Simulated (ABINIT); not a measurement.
# H2Pb (P-3m1): from the cell to the phonon bands, part 3 of 6

How does H2Pb (P-3m1) vibrate, and is this structure a minimum?

ABINIT 10.8.3; DFT LDA, scalar-relativistic, plane waves, HGH norm-conserving pseudopotentials.

So far. Step 5 (Relaxing the cell and atoms): The volume changes by -1.2 % in this run and stands -44.2 % from the first cell. Step 6 (Self-consistent run for the response): The cell stands at -0.48 GPa: the relaxation ran with a smoothed and higher cutoff, and the difference is a stress of the finite basis. The relaxed cell has a = 3.622, c = 3.344 Å (conventional setting).

The structure was built from a prototype and need not be the compound's stable phase.

### Step 7. Linear response at Γ

At q = 0 one unit cell holds all displacements. The response is solved for single atoms along the cell's directions, and symmetry skips those that follow from others. The crystal is treated as a metal, which screens a static field, so no field response is asked.

File dfpt_gamma.abi:

```

# common to the responses
getwfk_filepath "gso_WFK"
kptopt 2
nqpt 1
qpt 0.0 0.0 0.0
asr 0
chneut 0

# displacements
rfphon 1
rfatpol 1 3
rfdir 1 1 1
tolvrs 1.0d-10
prtwf 0

# basis, mesh and filling
ecut 35.0
ixc 7
ngkpt 9 9 8
nshiftk 1
shiftk 0.0 0.0 0.0
istwfk *1
occopt 7
tsmear 0.01
nband 8
nstep 100
diemac 1000000.0
prtebands 0
prtgsr 0
useylm 1

# cell and atoms
acell 3*1.0 Angstrom
rprim 
    3.622368489 0.0 0.0
    -1.811184245 3.137063134 0.0
    0.0 0.0 3.343869103
ntypat 2
znucl 82 1
natom 3
typat 1 2 2
xred 
    0.0 0.0 0.0
    1/3 2/3 0.2401526275
    2/3 1/3 0.7598473725
pp_dirpath "./pseudo"
pseudos "Pb.hgh, H.hgh"
```

Launch:

```
> OMP_NUM_THREADS=1 mpirun -n 2 abinit dfpt_gamma.abi > dfpt_gamma.log
```

Numbers of over 12 decimals in the logs are rounded to 6 here.

dfpt_gamma.abo, the main output file:

```text
[banners, grids, parts of the stress and lines that vanish by symmetry left out]
- input  file    -> dfpt_gamma.abi
- output file    -> dfpt_gamma.abo
- root for input  files -> dfpt_gammai
- root for output files -> dfpt_gammao

 Symmetries : space group P-3 m 1 (#164); Bravais hP (primitive hexag.)
================================================================================
 Values of the parameters that define the memory need of the present run (RF).
     intxc =       0      iscf =       7    lmnmax =      14     lnmax =       6
     mgfft =      40  mpssoang =       3    mqgrid =    3001     natom =       3
  nloc_mem =       1    nspden =       1   nspinor =       1    nsppol =       1
      nsym =      12    n1xccc =       0    ntypat =       2    occopt =       7
   xclevel =       1
-    mband =           8        mffmem =           1         mkmem =         163
-   mkqmem =         163        mk1mem =         163           mpw =        2555
      nfft =       57600          nkpt =         325
- my_mband =           8
================================================================================
================================================================================

--------------------------------------------------------------------------------
------------- Echo of variables that govern the present computation ------------
--------------------------------------------------------------------------------
-
- outvars: echo of selected default values
-   iomode0 =  0 , fftalg0 =312 , wfoptalg0 =  0
-
- outvars: echo of global parameters not present in the input file
-  max_nthreads =    1
-
 -outvars: echo values of preprocessed input variables
 [... echo left out ...]
================================================================================

 chkinp: Checking input parameters for consistency.

[...]
== DATASET  1 ==================================================================
-   mpi_nproc: 2, omp_nthreads: 1 (-1 if OMP is not activated)

--- !DatasetInfo
iteration_state: {dtset: 1, }
dimensions: {natom: 3, nkpt: 325, mband: 8, nsppol: 1, nspinor: 1, nspden: 1, mpw: 2555, }
cutoff_energies: {ecut:  35.0, pawecutdg:  -1.0, }
electrons: {nelect:   6.00000000E+00, charge:   0.00000000E+00, occopt:   7.00000000E+00, tsmear:   1.00000000E-02, }
meta: {optdriver: 1, rfphon: 1, }
...

 mkfilename: getwfk from: gso_WFK

 Exchange-correlation functional for the present dataset will be:
  LDA: Perdew-Wang 92 LSD fit to Ceperley-Alder data - ixc=7
 Citation for XC functional:
  J.P.Perdew and Y.Wang, PRB 45, 13244 (1992)

 Real(R)+Recip(G) space primitive vectors, cartesian coordinates (Bohr,Bohr^-1):
 R(1)=  6.8452844  0.0000000  0.0000000  G(1)=  0.1460860  0.0843428  0.0000000
 R(2)= -3.4226422  5.9281902  0.0000000  G(2)=  0.0000000  0.1686855  0.0000000
 R(3)=  0.0000000  0.0000000  6.3189968  G(3)=  0.0000000  0.0000000  0.1582530
 Unit cell volume ucvol=  2.5642582E+02 bohr^3
 Angles (23,13,12)=  9.00000000E+01  9.00000000E+01  1.20000000E+02 degrees
 setup1 : take into account q-point for computing boxcut.

 getcut: wavevector=  0.0000  0.0000  0.0000  ngfft=  40  40  36
         ecut(hartree)=     35.000   => boxcut(ratio)=   2.13922

--- Pseudopotential description ------------------------------------------------
- pspini: atom type   1  psp file is ./pseudo/Pb.hgh

- pspini: atom type   2  psp file is ./pseudo/H.hgh

   7.42415597E+01                                ecore*ucvol(ha*bohr**3)
--------------------------------------------------------------------------------

 ==>  initialize data related to q vector <==

 The list of irreducible perturbations for this q vector is:
    1)    idir= 1    ipert=   1
    2)    idir= 3    ipert=   1
    3)    idir= 1    ipert=   2
    4)    idir= 3    ipert=   2

[...]
The perturbation idir=   2  ipert=   1 is
 symmetric of a previously calculated perturbation.
 So, its SCF calculation is not needed.

 The perturbation idir=   2  ipert=   2 is
 symmetric of a previously calculated perturbation.
 So, its SCF calculation is not needed.

 The perturbation idir=   1  ipert=   3 is
 symmetric of a previously calculated perturbation.
 So, its SCF calculation is not needed.

 The perturbation idir=   2  ipert=   3 is
 symmetric of a previously calculated perturbation.
 So, its SCF calculation is not needed.

 The perturbation idir=   3  ipert=   3 is
 symmetric of a previously calculated perturbation.
 So, its SCF calculation is not needed.

--------------------------------------------------------------------------------
 Perturbation wavevector (in red.coord.)   0.000000  0.000000  0.000000
 Perturbation : displacement of atom   1   along direction   1
 Found     2 symmetries that leave the perturbation invariant.

[...]
dfpt_looppert : total number of electrons, from k and k+q
  fully or partially occupied states are    6.000000E+00 and    6.000000E+00.
 Initialisation of the first-order wave-functions :
  ireadwf=   0

--- !BeginCycle
iteration_state: {dtset: 1, }
solver: {iscf: 7, nstep: 100, nline: 4, wfoptalg: 0, }
tolerances: {tolvrs: 1.00E-10, }
...

     iter   2DEtotal(Ha)        deltaE(Ha) residm    vres2
-ETOT  1   1.077759     -3.563E+01 8.110E-02 6.885E+03
 ETOT  2 -0.148684     -1.226E+00 2.389E-03 2.080E+02
 ETOT  3 -0.184264     -3.558E-02 8.151E-05 1.162E+00
 ETOT  4 -0.184418     -1.541E-04 4.846E-07 4.997E-03
 ETOT  5 -0.184419     -7.486E-07 1.834E-09 1.055E-05
[...]
At SCF step    8       vres2   =  8.58E-12 < tolvrs=  1.00E-10 =>converged.
[...]
Mean square residual over all n,k,spin=   19.289E-17; max=  19.092E-16

 Thirteen components of 2nd-order total energy (hartree) are
 1,2,3: 0th-order hamiltonian combined with 1st-order wavefunctions
     kin0=   4.02974519E+01 eigvalue=   1.99422823E+00  local=  -2.01157287E+01
 4,5,6: 1st-order hamiltonian combined with 1st and 0th-order wfs
 loc psp =  -5.54566878E+00  Hartree=   4.80871105E+00     xc=  -4.09467414E+00
 note that "loc psp" includes a xc core correction that could be resolved
 7,8,9: eventually, occupation + non-local contributions
    edocc=   5.55716850E+00     enl0=   8.44865008E+00   enl1=  -6.82459451E+01
 1-9 gives the relaxation energy (to be shifted if some occ is /=2.0)
   erelax=  -3.68958070E+01
 10,11,12 Non-relaxation  contributions : frozen-wavefunctions and Ewald
 fr.local=  -4.59137912E+00 fr.nonlo=   3.20895059E+01  Ewald=   9.21326106E+00
 13,14 Frozen wf xc core corrections (1) and (2)
 frxc 1  =   0.00000000E+00  frxc 2 =   0.00000000E+00
 Resulting in :
 2DEtotal=   -0.1844192145E+00 Ha. Also 2DEtotal=   -0.501830247691E+01 eV
    (2DErelax=   -3.6895807031E+01 Ha. 2DEnonrelax=    3.6711387817E+01 Ha)
    (  non-var. 2DEtotal :   -1.8441914175E-01 Ha)

[...]
Perturbation wavevector (in red.coord.)   0.000000  0.000000  0.000000
 Perturbation : displacement of atom   1   along direction   3
 Found     6 symmetries that leave the perturbation invariant.

[...]
dfpt_looppert : total number of electrons, from k and k+q
  fully or partially occupied states are    6.000000E+00 and    6.000000E+00.
 Initialisation of the first-order wave-functions :
  ireadwf=   0

--- !BeginCycle
iteration_state: {dtset: 1, }
solver: {iscf: 7, nstep: 100, nline: 4, wfoptalg: 0, }
tolerances: {tolvrs: 1.00E-10, }
...

     iter   2DEtotal(Ha)        deltaE(Ha) residm    vres2
-ETOT  1   2.977480     -2.801E+01 1.677E-01 1.118E+04
[...]
At SCF step    9       vres2   =  6.47E-12 < tolvrs=  1.00E-10 =>converged.
[...]
Mean square residual over all n,k,spin=   10.390E-18; max=  27.055E-17

 Thirteen components of 2nd-order total energy (hartree) are
 1,2,3: 0th-order hamiltonian combined with 1st-order wavefunctions
     kin0=   3.40537944E+01 eigvalue=   1.59534856E+00  local=  -1.69742094E+01
 4,5,6: 1st-order hamiltonian combined with 1st and 0th-order wfs
 loc psp =  -6.47797193E+00  Hartree=   3.82497481E+00     xc=  -3.16618522E+00
 note that "loc psp" includes a xc core correction that could be resolved
 7,8,9: eventually, occupation + non-local contributions
    edocc=   3.87484098E+00     enl0=   7.18700747E+00   enl1=  -5.43131712E+01
 1-9 gives the relaxation energy (to be shifted if some occ is /=2.0)
   erelax=  -3.03955715E+01
 10,11,12 Non-relaxation  contributions : frozen-wavefunctions and Ewald
 fr.local=   3.27660392E+00 fr.nonlo=   2.77542626E+01  Ewald=  -4.77351021E-02
 13,14 Frozen wf xc core corrections (1) and (2)
 frxc 1  =   0.00000000E+00  frxc 2 =   0.00000000E+00
 Resulting in :
 2DEtotal=    0.5875598914E+00 Ha. Also 2DEtotal=    0.159883191469E+02 eV
    (2DErelax=   -3.0395571533E+01 Ha. 2DEnonrelax=    3.0983131424E+01 Ha)
    (  non-var. 2DEtotal :    5.8755984604E-01 Ha)

[...]
Perturbation wavevector (in red.coord.)   0.000000  0.000000  0.000000
 Perturbation : displacement of atom   2   along direction   1
 The set of symmetries contains only one element for this perturbation.

[...]
dfpt_looppert : total number of electrons, from k and k+q
  fully or partially occupied states are    6.000000E+00 and    6.000000E+00.
 Initialisation of the first-order wave-functions :
  ireadwf=   0

--- !BeginCycle
iteration_state: {dtset: 1, }
solver: {iscf: 7, nstep: 100, nline: 4, wfoptalg: 0, }
tolerances: {tolvrs: 1.00E-10, }
...

     iter   2DEtotal(Ha)        deltaE(Ha) residm    vres2
-ETOT  1   2.381884     -4.616E+01 4.041E-01 8.605E+03
[...]
At SCF step    8       vres2   =  5.01E-11 < tolvrs=  1.00E-10 =>converged.
[...]
Mean square residual over all n,k,spin=   17.970E-17; max=  33.886E-16

 Thirteen components of 2nd-order total energy (hartree) are
 1,2,3: 0th-order hamiltonian combined with 1st-order wavefunctions
     kin0=   5.03958014E+01 eigvalue=   3.78595219E-01  local=  -1.12442869E+01
 4,5,6: 1st-order hamiltonian combined with 1st and 0th-order wfs
 loc psp =  -9.59800450E+01  Hartree=   9.45425526E+00     xc=  -5.90167896E+00
 note that "loc psp" includes a xc core correction that could be resolved
 7,8,9: eventually, occupation + non-local contributions
    edocc=   4.54101496E+00     enl0=   3.66321530E-01   enl1=   0.00000000E+00
 1-9 gives the relaxation energy (to be shifted if some occ is /=2.0)
   erelax=  -4.79900224E+01
 10,11,12 Non-relaxation  contributions : frozen-wavefunctions and Ewald
 fr.local=   4.32902348E+01 fr.nonlo=   0.00000000E+00  Ewald=   5.24731748E+00
 13,14 Frozen wf xc core corrections (1) and (2)
 frxc 1  =   0.00000000E+00  frxc 2 =   0.00000000E+00
 Resulting in :
 2DEtotal=    0.5475298380E+00 Ha. Also 2DEtotal=    0.148990459038E+02 eV
    (2DErelax=   -4.7990022403E+01 Ha. 2DEnonrelax=    4.8537552241E+01 Ha)
    (  non-var. 2DEtotal :    5.4752975858E-01 Ha)

[...]
Perturbation wavevector (in red.coord.)   0.000000  0.000000  0.000000
 Perturbation : displacement of atom   2   along direction   3
 Found     6 symmetries that leave the perturbation invariant.

--------------------------------------------------------------------------------

--------------------------------------------------------------------------------

 dfpt_looppert : total number of electrons, from k and k+q
  fully or partially occupied states are    6.000000E+00 and    6.000000E+00.
 Initialisation of the first-order wave-functions :
  ireadwf=   0

--- !BeginCycle
iteration_state: {dtset: 1, }
solver: {iscf: 7, nstep: 100, nline: 4, wfoptalg: 0, }
tolerances: {tolvrs: 1.00E-10, }
...

     iter   2DEtotal(Ha)        deltaE(Ha) residm    vres2
-ETOT  1   1.818445     -3.887E+01 2.342E-01 6.317E+03
[...]
ETOT  9  0.631573     -4.093E-12 6.640E-15 1.731E-10
 ETOT 10  0.631573      4.945E-12 4.891E-17 3.687E-12

 At SCF step   10       vres2   =  3.69E-12 < tolvrs=  1.00E-10 =>converged.
[...]
Mean square residual over all n,k,spin=   39.893E-19; max=  48.911E-18

 Thirteen components of 2nd-order total energy (hartree) are
 1,2,3: 0th-order hamiltonian combined with 1st-order wavefunctions
     kin0=   4.22100700E+01 eigvalue=   3.05602056E-01  local=  -9.04366510E+00
 4,5,6: 1st-order hamiltonian combined with 1st and 0th-order wfs
 loc psp =  -8.01232153E+01  Hartree=   7.42274083E+00     xc=  -4.89600518E+00
 note that "loc psp" includes a xc core correction that could be resolved
 7,8,9: eventually, occupation + non-local contributions
    edocc=   3.84730319E+00     enl0=   2.15561823E-01   enl1=   0.00000000E+00
 1-9 gives the relaxation energy (to be shifted if some occ is /=2.0)
   erelax=  -4.00616076E+01
 10,11,12 Non-relaxation  contributions : frozen-wavefunctions and Ewald
 fr.local=   3.98521730E+01 fr.nonlo=   0.00000000E+00  Ewald=   8.41007347E-01
 13,14 Frozen wf xc core corrections (1) and (2)
 frxc 1  =   0.00000000E+00  frxc 2 =   0.00000000E+00
 Resulting in :
 2DEtotal=    0.6315727049E+00 Ha. Also 2DEtotal=    0.171859688168E+02 eV
    (2DErelax=   -4.0061607629E+01 Ha. 2DEnonrelax=    4.0693180334E+01 Ha)
    (  non-var. 2DEtotal :    6.3157270294E-01 Ha)

[...]
---- first-order wavefunction calculations are completed ----

 ==> Compute Derivative Database <==

 [... matrices left out ...]
  Phonon wavevector (reduced coordinates) :  0.00000  0.00000  0.00000
 Phonon energies in Hartree :
  -1.040059E-03 -1.040059E-03 -1.324837E-06 -1.324834E-06  1.495442E-06
   2.010807E-03  3.634942E-03  3.713553E-03  3.713553E-03
 Phonon frequencies in cm-1    :
- -2.282666E+02 -2.282666E+02 -2.907681E-01 -2.907674E-01  3.282117E-01
-  4.413211E+02  7.977776E+02  8.150308E+02  8.150308E+02

== END DATASET(S) ==============================================================
================================================================================

 -outvars: echo values of variables after computation
            acell      1.8897261259E+00  1.8897261259E+00  1.8897261259E+00 Bohr
           etotal      6.3157270495E-01
            fcart      0.0000000000E+00  0.0000000000E+00  0.0000000000E+00
           strten      0.0000000000E+00  0.0000000000E+00  0.0000000000E+00
================================================================================
```

The job ended after 2.6 min (2 MPI ranks of Intel Xeon at 2.70GHz, shared host).

Read from the output:

| Item | Value |
| --- | --- |
| largest acoustic frequency at the zone centre before the sum rule | 0.33 cm⁻¹ |
| highest optical zone-centre mode (no LO-TO term) | 815.0 cm⁻¹ |
| lowest optical zone-centre mode | -228.3 cm⁻¹ |

The acoustic modes at Γ come out as far as 0.3 cm⁻¹ from zero, where they should vanish, a small numerical error. The lowest optical mode is imaginary, 228i cm⁻¹, an instability at this level and on this k mesh.

### Step 8. Self-consistent run for the response

Scaled from the time of the run at Γ, the full q mesh would overrun the time at hand on this k mesh, so the ground state is made again on a coarser one.

File gs.abi:

```
# ground state
tolvrs 1.0d-16
prtden 1
prtwf 1
prtpot 1

# basis, mesh and filling
ecut 35.0
ixc 7
ngkpt 6 6 4
nshiftk 1
shiftk 0.0 0.0 0.0
istwfk *1
occopt 7
tsmear 0.01
nband 8
nstep 100
diemac 1000000.0
prtebands 0
prtgsr 0
useylm 1

# cell and atoms
acell 3*1.0 Angstrom
rprim 
    3.622368489 0.0 0.0
    -1.811184245 3.137063134 0.0
    0.0 0.0 3.343869103
ntypat 2
znucl 82 1
natom 3
typat 1 2 2
xred 
    0.0 0.0 0.0
    1/3 2/3 0.2401526275
    2/3 1/3 0.7598473725
pp_dirpath "./pseudo"
pseudos "Pb.hgh, H.hgh"
```

Launch:

```
> OMP_NUM_THREADS=1 mpirun -n 2 abinit gs.abi > gs.log
```

gs.abo, the main output file:

```text
[banners, grids, parts of the stress and lines that vanish by symmetry left out]
- input  file    -> gs.abi
- output file    -> gs.abo
- root for input  files -> gsi
[...]
Symmetries : space group P-3 m 1 (#164); Bravais hP (primitive hexag.)
[...]
mpw =        2555          nfft =       57600          nkpt =          24
[...]
== DATASET  1 ==================================================================
[...]
cutoff_energies: {ecut:  35.0, pawecutdg:  -1.0, }
[...]
Exchange-correlation functional for the present dataset will be:
  LDA: Perdew-Wang 92 LSD fit to Ceperley-Alder data - ixc=7
[...]
ETOT  1  -4.740539    -4.741E+00 1.802E-02 1.447E+01
 ETOT  2  -4.748056    -7.517E-03 4.841E-05 3.889E-01
 ETOT  3  -4.748081    -2.520E-05 1.188E-05 1.120E-02
 ETOT  4  -4.748082    -1.004E-06 1.355E-06 8.967E-04
 ETOT  5  -4.748082    -7.151E-08 2.684E-07 3.479E-06
[...]
ETOT 10  -4.748082    -2.398E-14 8.508E-10 4.158E-16
 ETOT 11  -4.748082     3.020E-14 2.703E-10 2.798E-18
 At SCF step   11       vres2   =  2.80E-18 < tolvrs=  1.00E-16 =>converged.
[...]
sigma(1 1)= -3.83856906E-05  sigma(3 2)=  0.00000000E+00
  sigma(2 2)= -3.83856911E-05  sigma(3 1)=  0.00000000E+00
  sigma(3 3)=  3.83763985E-05  sigma(2 1)=  1.73839642E-13
[...]
convergence: {deltae:  3.020E-14, res2:  2.798E-18, residm:  2.703E-10, diffor: null, }
etotal    :  -4.74808227E+00
[...]
sigma(1 1)= -3.83856906E-05  sigma(3 2)=  0.00000000E+00
  sigma(2 2)= -3.83856911E-05  sigma(3 1)=  0.00000000E+00
  sigma(3 3)=  3.83763985E-05  sigma(2 1)=  1.73839642E-13
[...]
- sigma(1 1)= -1.12934601E+00  sigma(3 2)=  0.00000000E+00
- sigma(2 2)= -1.12934602E+00  sigma(3 1)=  0.00000000E+00
- sigma(3 3)=  1.12907262E+00  sigma(2 1)=  5.11453885E-09
[...]
fcart     -1.0489538304E-28 -3.0280688814E-28 -0.0000000000E+00
           strten     -3.8385690640E-05 -3.8385691097E-05  3.8376398476E-05
================================================================================

[key lines of the parts left out:]
pressure_GPa:   3.7654E-01
```

Wall time 9.1 s (2 MPI ranks).

Numbers from this step:

| Item | Value |
| --- | --- |
| pressure | 0.3765 GPa |

(Continued in part 4 of 6.)

[Host names and launcher messages were left out of these logs when they were recorded.]

[Logs are printed without paths, hosts, clocks, repeated set-up lines and the standing remarks that a program may print on its own settings, such as how far it seeks lower states.]

[Hosts, paths, dates, database ids (printed as entryN), source tags and the programs' standing remarks are cut or masked in the printed files.]
